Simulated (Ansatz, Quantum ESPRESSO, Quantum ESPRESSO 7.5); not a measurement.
## From contact to tunnelling: a Ga chain with one bond drawn out

How fast does transmission decay with width? The series: a Ga chain with one bond drawn out.

Program: Quantum ESPRESSO 7.5. Level of theory: plane-wave DFT, LDA, GBRV ultrasoft pseudopotentials (cross-check by Ansatz 0.2.0 with PAW datasets). Values are calculated unless marked as measured.

## 1. The system as given

The cell holds 10 atoms: 10 Ga. Cell: a = 7.500 Å, b = 7.500 Å, c = 25.800 Å, α = 90.0°, β = 90.0°, γ = 90.0°. Regions: left lead, 5 atoms (5 Ga); right lead, 5 atoms (5 Ga). Vacuum lies along a and b. The structure is stacked, and the current runs, along c.

## 2. Self-consistent run, 0.3 Å

One periodic cell holds a lead period, the junction and more lead; the atoms stay as built.

Contents of j0.scf.in:

```
&control
  prefix = 'j0.scf'
  outdir = './out'
  pseudo_dir = './pseudo'
  calculation = 'scf'
  tprnfor = .true.
/
&system
  ibrav = 0
  nat = 10
  ntyp = 1
  ecutwfc = 34
  ecutrho = 170
  occupations = 'smearing'
  smearing = 'mv'
  degauss = 0.01
/
&electrons
  conv_thr = 1e-07
  mixing_beta = 0.25
  electron_maxstep = 120
  mixing_mode = 'local-TF'
/
ATOMIC_SPECIES
  Ga  69.7230  ga_lda_v1.4.uspp.F.UPF
CELL_PARAMETERS angstrom
  7.50000000000000 0.00000000000000 0.00000000000000
  0.00000000000000 7.50000000000000 0.00000000000000
  0.00000000000000 0.00000000000000 25.80000000000000
ATOMIC_POSITIONS crystal
  Ga  0.500000000000 0.500000000000 0.000000000000
  Ga  0.500000000000 0.500000000000 0.098837209302
  Ga  0.500000000000 0.500000000000 0.197674418605
  Ga  0.500000000000 0.500000000000 0.296511627907
  Ga  0.500000000000 0.500000000000 0.395348837209
  Ga  0.500000000000 0.500000000000 0.505813953488
  Ga  0.500000000000 0.500000000000 0.604651162791
  Ga  0.500000000000 0.500000000000 0.703488372093
  Ga  0.500000000000 0.500000000000 0.802325581395
  Ga  0.500000000000 0.500000000000 0.901162790698
K_POINTS automatic
  1 1 3 0 0 0
```

On the command line:

```console
OMP_NUM_THREADS=1 mpirun -n 4 pw.x -nk 1 -in j0.scf.in > j0.scf.out
```

Output:

```text
Program PWSCF v.7.5 starts

     Parallel version (MPI & OpenMP), running on       4 processor cores
     Number of MPI processes:                 4
     Threads/MPI process:                     1

     MPI processes distributed on     1 nodes

     Current dimensions of program PWSCF are:
     Max number of different atomic species (ntypx) = 10
     Max number of k-points (npk) =  40000
     Max angular momentum in pseudopotentials (lmaxx) =  4
     Message from routine setup:
     using ibrav=0 with symmetry is DISCOURAGED, use correct ibrav instead

     R & G space division:  proc/nbgrp/npool/nimage =       4
     Subspace diagonalization in iterative solution of the eigenvalue problem:
     a serial algorithm will be used

     Parallelization info
     --------------------
     sticks:   dense  smooth     PW     G-vecs:    dense   smooth      PW
     Min         677     544    138                91635    65558    8396
     Max         678     545    139                91652    65567    8407
     Sum        2709    2177    553               366559   262245   33603

     Using Slab Decomposition

     bravais-lattice index     =            0
     lattice parameter (alat)  =      14.1729  a.u.
     unit-cell volume          =    9793.5204 (a.u.)^3
     number of atoms/cell      =           10
     number of atomic types    =            1
     number of electrons       =       190.00
     number of Kohn-Sham states=          114
     kinetic-energy cutoff     =      34.0000  Ry
     charge density cutoff     =     170.0000  Ry
     scf convergence threshold =      1.0E-07
     mixing beta               =       0.2500
     number of iterations used =            8  local-TF  mixing
     Exchange-correlation=  SLA  PZ   NOGX NOGC
                           (   1   1   0   0   0   0   0)

     celldm(1)=  14.172946  celldm(2)=   0.000000  celldm(3)=   0.000000
     celldm(4)=   0.000000  celldm(5)=   0.000000  celldm(6)=   0.000000

     crystal axes: (cart. coord. in units of alat)
               a(1) = (   1.000000   0.000000   0.000000 )
               a(2) = (   0.000000   1.000000   0.000000 )
               a(3) = (   0.000000   0.000000   3.440000 )

     reciprocal axes: (cart. coord. in units 2 pi/alat)
               b(1) = (  1.000000  0.000000  0.000000 )
               b(2) = (  0.000000  1.000000  0.000000 )
               b(3) = (  0.000000  0.000000  0.290698 )

     PseudoPot. # 1 for Ga read from file:
     ./pseudo/ga_lda_v1.4.uspp.F.UPF
     Pseudo is Ultrasoft + core correction, Zval = 19.0
     Generated by new atomic code, or converted to UPF format
     Using radial grid of  871 points,  6 beta functions with:
                l(1) =   0
                l(2) =   0
                l(3) =   1
                l(4) =   1
                l(5) =   2
                l(6) =   2
     Q(r) pseudized with  8 coefficients,  rinner =    1.250   1.250   1.250
                                                       1.250   1.250

     atomic species   valence    mass     pseudopotential
     Ga               19.00    69.72300     Ga( 1.00)

      8 Sym. Ops. (no inversion) found

   Cartesian axes

     site n.     atom                  positions (alat units)
         1        Ga     tau(   1) = (   0.5000000   0.5000000   0.0000000  )
         2        Ga     tau(   2) = (   0.5000000   0.5000000   0.3400000  )
         3        Ga     tau(   3) = (   0.5000000   0.5000000   0.6800000  )
         4        Ga     tau(   4) = (   0.5000000   0.5000000   1.0200000  )
         5        Ga     tau(   5) = (   0.5000000   0.5000000   1.3600000  )
         6        Ga     tau(   6) = (   0.5000000   0.5000000   1.7400000  )
         7        Ga     tau(   7) = (   0.5000000   0.5000000   2.0800000  )
         8        Ga     tau(   8) = (   0.5000000   0.5000000   2.4200000  )
         9        Ga     tau(   9) = (   0.5000000   0.5000000   2.7600000  )
        10        Ga     tau(  10) = (   0.5000000   0.5000000   3.1000000  )

     number of k points=     2  Marzari-Vanderbilt smearing, width (Ry)=  0.0100
                       cart. coord. in units 2pi/alat
        k(    1) = (   0.0000000   0.0000000   0.0000000), wk =   0.6666667
        k(    2) = (   0.0000000   0.0000000   0.0968992), wk =   1.3333333

     Dense  grid:   366559 G-vectors     FFT dimensions: (  60,  60, 216)

     Smooth grid:   262245 G-vectors     FFT dimensions: (  54,  54, 192)

     Estimated max dynamical RAM per process >     417.55 MB

     Estimated total dynamical RAM >       1.63 GB

     Initial potential from superposition of free atoms

     starting charge     180.0000, renormalised to     190.0000

     negative rho (up, down):  6.044E-03 0.000E+00
     Starting wfcs are  120 randomized atomic wfcs

     total cpu time spent up to now is        2.0 secs

     per-process dynamical memory:   105.3 Mb

     Self-consistent Calculation

     iteration #  1     ecut=    34.00 Ry     beta= 0.25
     Davidson diagonalization with overlap
     ethr =  1.00E-02,  avg # of iterations =  6.0

     negative rho (up, down):  5.813E-01 0.000E+00

     total cpu time spent up to now is        9.5 secs

     total energy              =   -4142.00842044 Ry
     estimated scf accuracy    <     172.49420829 Ry

     iteration #  2     ecut=    34.00 Ry     beta= 0.25

     total energy              =   -4148.56087941 Ry
     estimated scf accuracy    <      20.21515642 Ry

     iteration #  3     ecut=    34.00 Ry     beta= 0.25

     total energy              =   -4148.58930349 Ry
     estimated scf accuracy    <       5.12018402 Ry

     iteration #  4     ecut=    34.00 Ry     beta= 0.25

     total energy              =   -4148.33959800 Ry
     estimated scf accuracy    <       1.38831900 Ry

     iteration #  5     ecut=    34.00 Ry     beta= 0.25

     total energy              =   -4148.45919821 Ry
     estimated scf accuracy    <       0.24846483 Ry

     iteration #  6     ecut=    34.00 Ry     beta= 0.25

     total energy              =   -4148.45087771 Ry
     estimated scf accuracy    <       0.05337045 Ry

     iteration #  7     ecut=    34.00 Ry     beta= 0.25

     total energy              =   -4148.40562042 Ry
     estimated scf accuracy    <       0.03198033 Ry

     iteration #  8     ecut=    34.00 Ry     beta= 0.25

     total energy              =   -4148.40353164 Ry
     estimated scf accuracy    <       0.02940425 Ry

     iteration #  9     ecut=    34.00 Ry     beta= 0.25

     total energy              =   -4148.40535663 Ry
     estimated scf accuracy    <       0.00127525 Ry

     iteration # 10     ecut=    34.00 Ry     beta= 0.25

     total energy              =   -4148.40514838 Ry
     estimated scf accuracy    <       0.00039000 Ry

     iteration # 11     ecut=    34.00 Ry     beta= 0.25

     total energy              =   -4148.40522274 Ry
     estimated scf accuracy    <       0.00015593 Ry

     iteration # 12     ecut=    34.00 Ry     beta= 0.25

     total energy              =   -4148.40518553 Ry
     estimated scf accuracy    <       0.00008613 Ry

     iteration # 13     ecut=    34.00 Ry     beta= 0.25

     total energy              =   -4148.40521327 Ry
     estimated scf accuracy    <       0.00000466 Ry

     iteration # 14     ecut=    34.00 Ry     beta= 0.25

     total energy              =   -4148.40521557 Ry
     estimated scf accuracy    <       0.00000287 Ry

     iteration # 15     ecut=    34.00 Ry     beta= 0.25

     total energy              =   -4148.40521585 Ry
     estimated scf accuracy    <       0.00000035 Ry

     iteration # 16     ecut=    34.00 Ry     beta= 0.25

     End of self-consistent calculation

          k = 0.0000 0.0000 0.0000 ( 32715 PWs)   bands (ev):

   -96.5470 -96.5470 -96.5469 -96.5469 -96.4893 -96.4876 -96.4192 -96.4192
   -96.4185 -96.4185 -96.4063 -96.4063 -96.4062 -96.4062 -96.3892 -96.3892
   -96.3892 -96.3892 -96.3781 -96.3781 -96.3780 -96.3780 -96.3697 -96.3617
   -96.3523 -96.3512 -96.3475 -96.3475 -96.3265 -96.3264 -17.5378 -17.4827
   -17.4783 -17.3511 -17.3495 -17.3495 -17.3266 -17.3266 -17.3190 -17.3190
   -17.3041 -17.3041 -17.3019 -17.2910 -17.2910 -17.2436 -17.2436 -17.2071
   -17.2071 -17.2036 -17.2036 -17.1895 -17.1895 -17.1767 -17.1766 -17.1713
   -17.1713 -17.1629 -17.1622 -17.1621 -17.1618 -17.1618 -17.1580 -17.1580
   -17.1397 -17.1397 -17.1396 -17.1396 -17.1195 -17.1195 -17.1021 -17.0714
   -17.0714 -17.0293 -17.0293 -17.0154 -17.0154 -16.9930 -16.9267 -16.8872
    -9.3568  -9.1697  -9.1034  -8.5562  -8.4036  -7.4483  -7.2607  -5.8460
    -5.6472  -3.8319  -3.4407  -2.2385  -2.2385  -2.0140  -2.0140  -1.9861
    -1.9861  -1.3433  -1.3433  -1.2455  -1.2455  -1.1462  -0.9665  -0.2198
    -0.2198  -0.1002  -0.1002   0.8219   1.0419   1.0594   1.2040   1.2040
     1.6954   1.7234

          k = 0.0000 0.0000 0.0969 ( 32802 PWs)   bands (ev):

   -96.5470 -96.5470 -96.5469 -96.5469 -96.4893 -96.4876 -96.4192 -96.4192
   -96.4186 -96.4186 -96.4063 -96.4063 -96.4062 -96.4062 -96.3892 -96.3892
   -96.3892 -96.3892 -96.3781 -96.3781 -96.3781 -96.3781 -96.3698 -96.3617
   -96.3524 -96.3512 -96.3475 -96.3475 -96.3265 -96.3264 -17.5312 -17.5117
   -17.4413 -17.3849 -17.3494 -17.3494 -17.3266 -17.3266 -17.3190 -17.3190
   -17.3059 -17.3059 -17.2877 -17.2877 -17.2685 -17.2476 -17.2476 -17.2036
   -17.2036 -17.2018 -17.2018 -17.1908 -17.1895 -17.1895 -17.1767 -17.1766
   -17.1713 -17.1713 -17.1630 -17.1630 -17.1621 -17.1621 -17.1618 -17.1618
   -17.1397 -17.1396 -17.1396 -17.1396 -17.1161 -17.1161 -17.0814 -17.0731
   -17.0731 -17.0283 -17.0283 -17.0158 -17.0158 -17.0036 -16.9214 -16.8890
    -9.3389  -9.2500  -8.9786  -8.7428  -8.1694  -7.7703  -6.8830  -6.3262
    -5.1112  -4.4010  -2.8144  -2.2130  -2.2130  -2.1307  -2.1307  -1.9575
    -1.8199  -1.8199  -1.5777  -1.5777  -0.9652  -0.9652  -0.5764  -0.5764
    -0.1071   0.2925   0.2925   0.7916   0.7916   0.8347   0.9037   0.9399
     1.2227   1.4443

     the Fermi energy is    -2.0162 ev

!    total energy              =   -4148.40521602 Ry
     estimated scf accuracy    <       0.00000009 Ry
     smearing contrib. (-TS)   =       0.00179489 Ry
     internal energy E=F+TS    =   -4148.40701091 Ry

     The total energy is F=E-TS. E is the sum of the following terms:
     one-electron contribution =   -6253.11590030 Ry
     hartree contribution      =    3109.07981147 Ry
     xc contribution           =    -475.04150521 Ry
     ewald contribution        =    -529.32941687 Ry

     convergence has been achieved in  16 iterations

     negative rho (up, down):  1.839E-04 0.000E+00

     Forces acting on atoms (cartesian axes, Ry/au):

     atom    1 type  1   force =     0.00000000    0.00000000    0.00019492
     atom    2 type  1   force =     0.00000000    0.00000000    0.00048687
     atom    3 type  1   force =     0.00000000    0.00000000   -0.00025110
     atom    4 type  1   force =     0.00000000    0.00000000   -0.01004381
     atom    5 type  1   force =     0.00000000    0.00000000    0.01587014
     atom    6 type  1   force =     0.00000000    0.00000000   -0.01588348
     atom    7 type  1   force =     0.00000000    0.00000000    0.01002812
     atom    8 type  1   force =     0.00000000    0.00000000    0.00021978
     atom    9 type  1   force =     0.00000000    0.00000000   -0.00048738
     atom   10 type  1   force =     0.00000000    0.00000000   -0.00013406

     Total force =     0.026575     Total SCF correction =     0.000719

=------------------------------------------------------------------------------=
   JOB DONE.
=------------------------------------------------------------------------------=
```

It took 94 s on 4 MPI ranks of Arm Neoverse V2, shared host; peak memory 1.7 GiB.

This step gave:

- free energy: -56441.9283 eV
- Fermi energy: -2.016 eV

The run needed 16 iterations to bring the estimated error under 1e-07 Ry; the largest force on any atom, held or free, is 0.41 eV/Å.

(Continued in part 2 of 4.)

[Long decimals in the printed logs are rounded to 6 places.]

[Repeated lines of the later SCF iterations (solver, time, negative density, dipole) and banner, clock, host and MPI lines are left out of these logs without a mark at each place.]

[Logs are printed without paths, hosts, clocks, repeated set-up lines and the standing remarks that a program may print on its own settings, such as how far it seeks lower states.]

[Hosts, paths, dates, database ids (printed as entryN), source tags and the programs' standing remarks are cut or masked in the printed files.]

[Maps of the electrostatic potential energy from Ansatz leave out the sawtooth potential of an applied field or a dipole correction, so their vacuum need not be flat; planar profiles and work functions include it.]
